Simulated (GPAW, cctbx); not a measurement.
# Reading charge transfer from structure factors

CdCu2Si2, I4/mmm (no. 139), a = 3.9050 Å, b = 3.9050 Å, c = 10.4806 Å, α = 90.00°, β = 90.00°, γ = 90.00°.

```csv
atom,mult.,x,y,z
Cd1,2,0,0,0
Cu1,4,1/2,0,1/4
Si1,4,1/2,1/2,0.1126
```

The start was made by putting kin elements into a known structure type; the compound need not exist, or be stable, in this form.

Absolute values of the static structure factors of the conventional cell from DFT (PBE, GPAW) against free spherical atoms, in electrons:

```
hkl  d (Å)  free atoms  crystal
002  5.240       10.99    11.14
101  3.659       51.59    51.00
110  2.761       23.96    24.47
004  2.620      136.25   135.52
103  2.604       99.36    99.22
112  2.443      176.05   175.32
200  1.952      191.54   190.59
114  1.901       46.85    45.77
105  1.847      101.24   100.71
202  1.830        8.15     7.32
```

**Question.** Which way does charge move, and which reflections show it best?

Project each element's phase sum on the total phase. |F| rises if density moves to atoms that scatter in phase and falls if it moves to atoms that scatter against it; the rule is for low angles, since changes of shape take over beyond. Where all elements are in phase the terms compete, and the compactness of the donor's and the acceptor's density matters too.

| hkl | Cd in phase | Cu in phase | Si in phase | change (e) | (%) |
| --- | --- | --- | --- | --- | --- |
| 002 | -2.0 | +4.0 | -0.6 | +0.15 | +1.4 |
| 101 | +2.0 | 0.0 | -3.0 | -0.58 | -1.1 |
| 110 | +2.0 | -4.0 | +4.0 | +0.52 | +2.2 |
| 004 | +2.0 | +4.0 | -3.8 | -0.72 | -0.5 |
| 103 | +2.0 | 0.0 | +2.1 | -0.15 | -0.1 |
| 112 | +2.0 | +4.0 | +0.6 | -0.72 | -0.4 |
| 200 | +2.0 | +4.0 | +4.0 | -0.95 | -0.5 |
| 114 | -2.0 | +4.0 | +3.8 | -1.08 | -2.3 |

Low-angle reflections that set elements apart and change by more than 0.05 e: 002, 101, 110, 004, 103, 112 and 114. The signs fit a gain of density on Si and a loss on Cd and Cu, apart from 114. The best witness is 110, +2.2 %, where Si enters with +4.0. The real-space density agrees: Voronoi charges Cd +0.33, Cu +0.03, Si -0.19 e. The shortest bond, Si–Si, has Δρ = +0.16 e/Å³ at its midpoint, a covalent bond charge.

[Outputs are excerpts: Python notices, other lines and further rows are left out; steps that failed or that the build refused (PBEsol, TPSS) are not shown.]

[Logs are printed without paths, hosts, clocks, repeated set-up lines and the standing remarks that a program may print on its own settings, such as how far it seeks lower states.]
